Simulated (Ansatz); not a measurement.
## The perfect armchair BP nanoribbon (N = 3, H edges)

What gap, if any, does the armchair BP nanoribbon (N = 3, H edges) have, and how does it change under strain?

Program: Ansatz 0.2.0. Level of theory: DFT PBE, plane waves, PAW; relaxation of a wire's period, in the first sound run; inputs show where later runs differ. Results are calculated unless marked as measured.

Most raw output is cut from this account.

## Step 1: Set-up

The cell holds 10 atoms: 3 B, 3 P and 4 H. Its edges and angles: a = 12.612 Å, b = 7.000 Å, c = 5.580 Å, α = 90.0°, β = 90.0°, γ = 90.0°. Vacuum lies along a and b. The structure's axis is c.

## Step 2: Relaxation of atoms and period

Band widths follow the bond lengths, so the wire is relaxed first. The atoms and the third cell vector are free; the box across stays fixed as vacuum. A Fermi-Dirac smearing is set since the result may be a metal. The pressure printed is a third of the stress's trace over the whole box, vacuum included; only the stress along the axis is relaxed.

Input file input.yaml:

```yaml
crystal:
  lattice:
    - [12.612, 0.0, 0.0]
    - [0.0, 7.0, 0.0]
    - [0.0, 0.0, 5.58]
  atoms:
    - { symbol: B, position: [0.372273633, 0.5, 0.0] }
    - { symbol: B, position: [0.627714047, 0.5, 0.0] }
    - { symbol: P, position: [0.372273633, 0.5, 0.333333333] }
    - { symbol: P, position: [0.627714047, 0.5, 0.333333333] }
    - { symbol: H, position: [0.277513479, 0.5, 0.456989247] }
    - { symbol: H, position: [0.7224742, 0.5, 0.456989247] }
    - { symbol: B, position: [0.49999384, 0.5, 0.5] }
    - { symbol: P, position: [0.49999384, 0.5, 0.833333333] }
    - { symbol: H, position: [0.293306838, 0.5, 0.896953405] }
    - { symbol: H, position: [0.706680842, 0.5, 0.896953405] }
kpoints:
  mp_grid: { grid: [1, 1, 15] }
scf:
  occupations: { method: fermi_dirac, width: 0.05 }
hamiltonian:
  xc: pbe
relax:
  cell: { fix: [a, b, alpha, beta, gamma] }
  max_steps: 45
  f_tol: 0.03
```

On the command line:

```console
ansatz run input.yaml --threads 4 --pin off --max-ram 16384MiB --backend cpu --events-out ev --progress --plain --runs-dir out
```

It took 13 s on 4 threads of Arm Neoverse V1, shared host; peak memory 0.69 GiB.

Relaxation path:

| step | energy less that of the first step (eV) | largest force component (eV/Å) | pressure (GPa) | volume (Å³) |
| --- | --- | --- | --- | --- |
| 1 | 0.0000 | 1.4300 | 0.11 | 492.62 |
| 2 | -0.1807 | 0.4384 | 0.01 | 496.75 |
| 3 | -0.2001 | 0.0749 | 0.05 | 497.03 |
| 4 | -0.2005 | 0.0106 | 0.07 | 496.91 |
| 5* | -0.2014 | 0.0108 | 0.08 | 496.91 |

Relaxation steps marked * repeat the geometry before them on a plane-wave basis chosen anew for their cell, so energy and pressure can jump there.

Forces are held to the 4 operations that the run works with; a distortion that breaks them can't arise in this run.

| cell as run | before | after | change |
| --- | --- | --- | --- |
| c (Å) | 5.580 | 5.629 | +0.9 % |

The atoms that moved most (Å, along periodic axes as changes of fractional coordinates times the final cell, across vacuum about the mean position):

| atom | dx | dy | dz | length |
| --- | --- | --- | --- | --- |
| P4 | -0.074 | 0.000 | -0.044 | 0.086 |
| P3 | 0.074 | 0.000 | -0.044 | 0.086 |
| H9 | -0.052 | 0.000 | 0.031 | 0.061 |
| H10 | 0.052 | 0.000 | 0.031 | 0.061 |
| H5 | 0.050 | 0.000 | -0.032 | 0.059 |
| H6 | -0.050 | 0.000 | -0.032 | 0.059 |
| P8 | 0.000 | 0.000 | 0.034 | 0.034 |
| B7 | 0.000 | 0.000 | 0.032 | 0.032 |

Final coordinates:

```cif
data_structure
_symmetry_space_group_name_H-M 'P 1'
_symmetry_Int_Tables_number 1
_cell_length_a 12.6120
_cell_length_b 7.0000
_cell_length_c 5.6285
_cell_angle_alpha 90.000
_cell_angle_beta 90.000
_cell_angle_gamma 90.000
_cell_volume 496.91
loop_
_atom_site_label
_atom_site_type_symbol
_atom_site_fract_x
_atom_site_fract_y
_atom_site_fract_z
_atom_site_occupancy
B1 B 0.37291 0.50000 0.00208 1
B2 B 0.62709 0.50000 0.00208 1
P3 P 0.37818 0.50000 0.32557 1
P4 P 0.62182 0.50000 0.32557 1
H5 H 0.28146 0.50000 0.45122 1
H6 H 0.71854 0.50000 0.45122 1
B7 B 0.50000 0.50000 0.50565 1
P8 P 0.50000 0.50000 0.83946 1
H9 H 0.28916 0.50000 0.90252 1
H10 H 0.71084 0.50000 0.90252 1
```

Numbers from this step:

```yaml
cell_length_along_the_wire: 5.629 Å
```

The cell's length comes to 5.629 Å with spin left out.

## Step 3: Bands of the perfect wire

This step: DFT PBE, plane waves, PAW; bands of a perfect wire (Ansatz 0.2.0).

At the relaxed period the bands are computed along the axis; those that cross an energy going forward count the channels that a perfect wire would open there.

Input file input.yaml:

```yaml
crystal:
  lattice:
    - [12.612, 0.0, 0.0]
    - [0.0, 7.0, 0.0]
    - [0.0, 0.0, 5.6285223149]
  atoms:
    - { symbol: B, position: [0.372911681, 0.5, 0.002079164] }
    - { symbol: B, position: [0.627088319, 0.5, 0.002079164] }
    - { symbol: P, position: [0.378175616, 0.5, 0.32557481] }
    - { symbol: P, position: [0.621824384, 0.5, 0.32557481] }
    - { symbol: H, position: [0.281455133, 0.5, 0.451218403] }
    - { symbol: H, position: [0.718544867, 0.5, 0.451218403] }
    - { symbol: B, position: [0.5, 0.5, 0.505647872] }
    - { symbol: P, position: [0.5, 0.5, 0.839457499] }
    - { symbol: H, position: [0.289161723, 0.5, 0.902517589] }
    - { symbol: H, position: [0.710838277, 0.5, 0.902517589] }
kpoints:
  mp_grid: { grid: [1, 1, 15] }
  band_path: { path: ["Γ", Z], npoints: 90 }
scf:
  occupations: { method: fermi_dirac, width: 0.05 }
hamiltonian:
  xc: pbe
output:
  dos: { e_range: [-5, 4] }
  write_potential: true
  write_density: true
  volumetric_format: npy
```

The job ended after 18 s (4 threads; peak memory 0.94 GiB; 69 s of CPU time).

This step gave:

```yaml
band_gap: 1.457 eV
```

The electronic bands at the labelled points (eV, zero at the Fermi level):

| point | band 11 | band 12 | band 13 | band 14 | band 15 | band 16 | band 17 | band 18 |
| --- | --- | --- | --- | --- | --- | --- | --- | --- |
| Γ | -3.18 | -3.17 | -1.71 | -0.73 | 0.73 | 2.23 | 2.91 | 3.33 |
| halfway | -3.44 | -3.44 | -1.66 | -1.64 | 1.79 | 1.88 | 2.81 | 3.53 |
| Z | -3.82 | -2.95 | -2.61 | -1.56 | 1.58 | 2.83 | 2.99 | 3.18 |

The gap is 1.46 eV, with spin left out.

The path shows a direct gap of 1.46 eV (valence top at Γ, conduction bottom at Γ).

## Step 4: Strain along the wire, period over the relaxed period 0.96, k-mesh 1×1×12

This step: DFT PBE, plane waves, PAW; relaxation at a fixed period (Ansatz 0.2.0).

The period is set to 0.96 times the relaxed one and the atoms relax within it: strain changes bond lengths and angles, which shifts the bands against each other. Against the first PBE run of this kind, the mesh along the wire has 12 points against 15.

The cell differs from the one that the last finished run ended in (c 5.629 → 5.403 Å).

Changes to input.yaml since step 3:

```diff
@@ -4,3 +4,3 @@
     - [0.0, 7.0, 0.0]
-    - [0.0, 0.0, 5.6285223149]
+    - [0.0, 0.0, 5.4033814223]
   atoms:
@@ -17,3 +17,3 @@
 kpoints:
-  mp_grid: { grid: [1, 1, 15] }
+  mp_grid: { grid: [1, 1, 12] }
   band_path: { path: ["Γ", Z], npoints: 90 }
@@ -23,6 +23,6 @@
   xc: pbe
+relax:
+  max_steps: 40
+  f_tol: 0.02
 output:
-  dos: { e_range: [-5, 4] }
-  write_potential: true
-  write_density: true
-  volumetric_format: npy
+  stress: true
```

Run time: 20 s. Hardware: 4 threads; peak memory 0.97 GiB; 79 s of CPU time.

Step by step:

| step | energy less that of the first step (eV) | largest force component (eV/Å) |
| --- | --- | --- |
| 1 | 0.0000 | 1.0847 |
| 2 | -0.0927 | 0.5481 |
| 3 | -0.1256 | 0.0582 |
| 4 | -0.1258 | 0.0100 |

The run keeps the 4 symmetry operations that it works with, so distortions that break them were not tested.

The atoms that moved most (Å):

| atom | dx | dy | dz | length |
| --- | --- | --- | --- | --- |
| H6 | 0.003 | 0.000 | 0.104 | 0.104 |
| H5 | -0.003 | 0.000 | 0.104 | 0.104 |
| H9 | -0.009 | 0.000 | -0.098 | 0.099 |
| H10 | 0.009 | 0.000 | -0.098 | 0.099 |
| B2 | 0.037 | 0.000 | -0.029 | 0.047 |
| B1 | -0.037 | 0.000 | -0.029 | 0.047 |
| P3 | -0.036 | 0.000 | 0.023 | 0.043 |
| P4 | 0.036 | 0.000 | 0.023 | 0.043 |

Final coordinates:

```xyz
10
Lattice="12.6120 0.0000 0.0000 0.0000 7.0000 0.0000 0.0000 0.0000 5.4034" Properties=species:S:1:pos:R:3
B     4.6662    3.5000   -0.0177
B     7.9458    3.5000   -0.0177
P     4.7333    3.5000    1.7825
P     7.8787    3.5000    1.7825
H     3.5471    3.5000    2.5423
H     9.0649    3.5000    2.5423
B     6.3060    3.5000    2.7125
P     6.3060    3.5000    4.5551
H     3.6382    3.5000    4.7785
H     8.9738    3.5000    4.7785
```

This step gave:

```yaml
band_gap: 1.354 eV
```

The electronic bands at the labelled points (eV, zero at the Fermi level):

| point | band 11 | band 12 | band 13 | band 14 | band 15 | band 16 | band 17 | band 18 |
| --- | --- | --- | --- | --- | --- | --- | --- | --- |
| Γ | -3.33 | -3.22 | -1.94 | -0.68 | 0.68 | 2.19 | 2.68 | 3.17 |
| halfway | -3.66 | -3.32 | -1.85 | -1.71 | 1.74 | 1.76 | 2.72 | 3.39 |
| Z | -3.82 | -3.07 | -2.76 | -1.74 | 1.35 | 2.82 | 2.92 | 3.34 |

The gap is 1.35 eV, against 1.46 eV under PBE at the relaxed period.

## Step 5: At a strained period, period over the relaxed period 0.98, k-mesh 1×1×11

The period is set to 0.98 times the relaxed one and the atoms relax within it: strain changes bond lengths and angles, which shifts the bands against each other. Against the first PBE run of this kind, the mesh along the wire has 11 points against 15.

The cell differs from the one that the last finished run ended in (c 5.403 → 5.516 Å).

Changes to input.yaml since step 4:

```diff
@@ -4,3 +4,3 @@
     - [0.0, 7.0, 0.0]
-    - [0.0, 0.0, 5.4033814223]
+    - [0.0, 0.0, 5.5159518686]
   atoms:
@@ -17,3 +17,3 @@
 kpoints:
-  mp_grid: { grid: [1, 1, 12] }
+  mp_grid: { grid: [1, 1, 11] }
   band_path: { path: ["Γ", Z], npoints: 90 }
```

Wall time 20 s (4 threads); peak memory 0.98 GiB.

The steps of the relaxation:

| step | energy less that of the first step (eV) | largest force component (eV/Å) |
| --- | --- | --- |
| 1 | 0.0000 | 0.4813 |
| 2 | -0.0220 | 0.2455 |
| 3 | -0.0294 | 0.0163 |
| 4 | -0.0294 | 0.0167 |

Forces are held to the 4 operations that the run works with; a distortion that breaks them can't arise in this run.

The atoms that moved most (Å):

| atom | dx | dy | dz | length |
| --- | --- | --- | --- | --- |
| H5 | -0.001 | 0.000 | 0.053 | 0.053 |
| H6 | 0.001 | 0.000 | 0.053 | 0.053 |
| H10 | 0.005 | 0.000 | -0.050 | 0.050 |
| H9 | -0.005 | 0.000 | -0.050 | 0.050 |
| B2 | 0.018 | 0.000 | -0.015 | 0.024 |
| B1 | -0.018 | 0.000 | -0.015 | 0.024 |
| P3 | -0.018 | 0.000 | 0.011 | 0.021 |
| P4 | 0.018 | 0.000 | 0.011 | 0.021 |

Final coordinates:

```xyz
10
Lattice="12.6120 0.0000 0.0000 0.0000 7.0000 0.0000 0.0000 0.0000 5.5160" Properties=species:S:1:pos:R:3
B     4.6848    3.5000   -0.0032
B     7.9272    3.5000   -0.0032
P     4.7515    3.5000    1.8071
P     7.8605    3.5000    1.8071
H     3.5485    3.5000    2.5421
H     9.0635    3.5000    2.5421
B     6.3060    3.5000    2.7796
P     6.3060    3.5000    4.6393
H     3.6417    3.5000    4.9287
H     8.9703    3.5000    4.9287
```

The gap is 1.41 eV, against 1.46 eV under PBE at the relaxed period.

## Step 6: At a strained period, period over the relaxed period 1.02, k-mesh 1×1×11

The period is set to 1.02 times the relaxed one and the atoms relax within it: strain changes bond lengths and angles, which shifts the bands against each other. Against the first PBE run of this kind, the mesh along the wire has 11 points against 15.

The cell differs from the one that the last finished run ended in (c 5.516 → 5.741 Å).

Changes to input.yaml since step 5:

```diff
@@ -4,3 +4,3 @@
     - [0.0, 7.0, 0.0]
-    - [0.0, 0.0, 5.5159518686]
+    - [0.0, 0.0, 5.7410927612]
   atoms:
```

Elapsed: 21 s, on 4 threads; peak memory 1 GiB.

The steps of the relaxation:

| step | energy less that of the first step (eV) | largest force component (eV/Å) |
| --- | --- | --- |
| 1 | 0.0000 | 0.3433 |
| 2 | -0.0204 | 0.1764 |
| 3 | -0.0263 | 0.0069 |
| 4 | -0.0263 | 0.0069 |

The run keeps the 4 symmetry operations that it works with, so distortions that break them were not tested.

The atoms that moved most (Å):

| atom | dx | dy | dz | length |
| --- | --- | --- | --- | --- |
| H6 | -0.001 | 0.000 | -0.055 | 0.056 |
| H5 | 0.001 | 0.000 | -0.055 | 0.056 |
| H9 | 0.004 | 0.000 | 0.054 | 0.054 |
| H10 | -0.004 | 0.000 | 0.054 | 0.054 |
| B1 | 0.019 | 0.000 | 0.014 | 0.024 |
| B2 | -0.019 | 0.000 | 0.014 | 0.024 |
| P4 | -0.018 | 0.000 | -0.012 | 0.022 |
| P3 | 0.018 | 0.000 | -0.012 | 0.022 |

Final coordinates:

```xyz
10
Lattice="12.6120 0.0000 0.0000 0.0000 7.0000 0.0000 0.0000 0.0000 5.7411" Properties=species:S:1:pos:R:3
B     4.7222    3.5000    0.0261
B     7.8898    3.5000    0.0261
P     4.7876    3.5000    1.8573
P     7.8244    3.5000    1.8573
H     3.5509    3.5000    2.5350
H     9.0611    3.5000    2.5350
B     6.3060    3.5000    2.9108
P     6.3060    3.5000    4.8105
H     3.6508    3.5000    5.2352
H     8.9612    3.5000    5.2352
```

The gap is 1.50 eV, against 1.46 eV under PBE at the relaxed period.

## Step 7: At a strained period, period over the relaxed period 1.04, k-mesh 1×1×11

The period is set to 1.04 times the relaxed one and the atoms relax within it: strain changes bond lengths and angles, which shifts the bands against each other. Against the first PBE run of this kind, the mesh along the wire has 11 points against 15.

The cell differs from the one that the last finished run ended in (c 5.741 → 5.854 Å).

Changes to input.yaml since step 6:

```diff
@@ -4,3 +4,3 @@
     - [0.0, 7.0, 0.0]
-    - [0.0, 0.0, 5.7410927612]
+    - [0.0, 0.0, 5.8536632075]
   atoms:
```

Run time: 20 s. Hardware: 4 threads; peak memory 1 GiB; 78 s of CPU time.

Relaxation path:

| step | energy less that of the first step (eV) | largest force component (eV/Å) |
| --- | --- | --- |
| 1 | 0.0000 | 0.5975 |
| 2 | -0.0774 | 0.3070 |
| 3 | -0.0974 | 0.0261 |
| 4 | -0.0975 | 0.0048 |

The run keeps the 4 symmetry operations that it works with, so distortions that break them were not tested.

The atoms that moved most (Å):

| atom | dx | dy | dz | length |
| --- | --- | --- | --- | --- |
| H6 | -0.003 | 0.000 | -0.111 | 0.111 |
| H5 | 0.003 | 0.000 | -0.111 | 0.111 |
| H9 | 0.008 | 0.000 | 0.108 | 0.108 |
| H10 | -0.008 | 0.000 | 0.108 | 0.108 |
| B2 | -0.038 | 0.000 | 0.028 | 0.047 |
| B1 | 0.038 | 0.000 | 0.028 | 0.047 |
| P4 | -0.036 | 0.000 | -0.024 | 0.043 |
| P3 | 0.036 | 0.000 | -0.024 | 0.043 |

Final coordinates:

```xyz
10
Lattice="12.6120 0.0000 0.0000 0.0000 7.0000 0.0000 0.0000 0.0000 5.8537" Properties=species:S:1:pos:R:3
B     4.7409    3.5000    0.0402
B     7.8711    3.5000    0.0402
P     4.8055    3.5000    1.8822
P     7.8065    3.5000    1.8822
H     3.5526    3.5000    2.5301
H     9.0594    3.5000    2.5301
B     6.3060    3.5000    2.9743
P     6.3060    3.5000    4.8968
H     3.6548    3.5000    5.3911
H     8.9572    3.5000    5.3911
```

The gap is 1.55 eV, against 1.46 eV under PBE at the relaxed period.

## Step 8: At a strained period, period over the relaxed period 1.06, k-mesh 1×1×11

The period is set to 1.06 times the relaxed one and the atoms relax within it: strain changes bond lengths and angles, which shifts the bands against each other. Against the first PBE run of this kind, the mesh along the wire has 11 points against 15.

The cell differs from the one that the last finished run ended in (c 5.854 → 5.966 Å).

Changes to input.yaml since step 7:

```diff
@@ -4,3 +4,3 @@
     - [0.0, 7.0, 0.0]
-    - [0.0, 0.0, 5.8536632075]
+    - [0.0, 0.0, 5.9662336538]
   atoms:
```

Elapsed: 23 s, on 4 threads; peak memory 1 GiB; 90 s of CPU time.

The gap is 1.59 eV, against 1.46 eV under PBE at the relaxed period.

## Step 9: Side by side

Times are for 4 threads of Arm Neoverse V1, shared host. Results by setting:

| no. | period over the relaxed period | k-mesh | pressure (GPa) | band gap (eV) | time | memory (GiB) |
| --- | --- | --- | --- | --- | --- | --- |
| 1 | 0.96 | 1×1×12 | 0.7106 | 1.354 | 20 s | 0.97 |
| 2 | 0.98 | 1×1×11 | 0.3752 | 1.407 | 20 s | 0.98 |
| 3 | 1.02 | 1×1×11 | -0.1996 | 1.503 | 21 s | 1.0 |
| 4 | 1.04 | 1×1×11 | -0.4613 | 1.547 | 20 s | 1.0 |
| 5 | 1.06 | 1×1×11 | -0.7072 | 1.589 | 23 s | 1.0 |

## Step 10: Results

```
cell length, PBE           : 5.629 Å
gap, PBE                   : 1.46 eV
gap, period scaled by 0.96 : 1.35 eV
gap, period scaled by 0.98 : 1.41 eV
gap, period scaled by 1.02 : 1.50 eV
gap, period scaled by 1.04 : 1.55 eV
gap, period scaled by 1.06 : 1.59 eV
```

In words: Under PBE the cell's length is 5.63 Å, and a gap of 1.46 eV makes it a semiconductor. Strain matters: under PBE the gap goes from 1.46 eV to 1.35 eV at 0.96 times the period, 1.41 eV at 0.98 times the period, 1.50 eV at 1.02 times the period, 1.55 eV at 1.04 times the period and 1.59 eV at 1.06 times the period.

[Logs are printed without paths, hosts, clocks, repeated set-up lines and the standing remarks that a program may print on its own settings, such as how far it seeks lower states.]

[Hosts, paths, dates, database ids (printed as entryN), source tags and the programs' standing remarks are cut or masked in the printed files.]
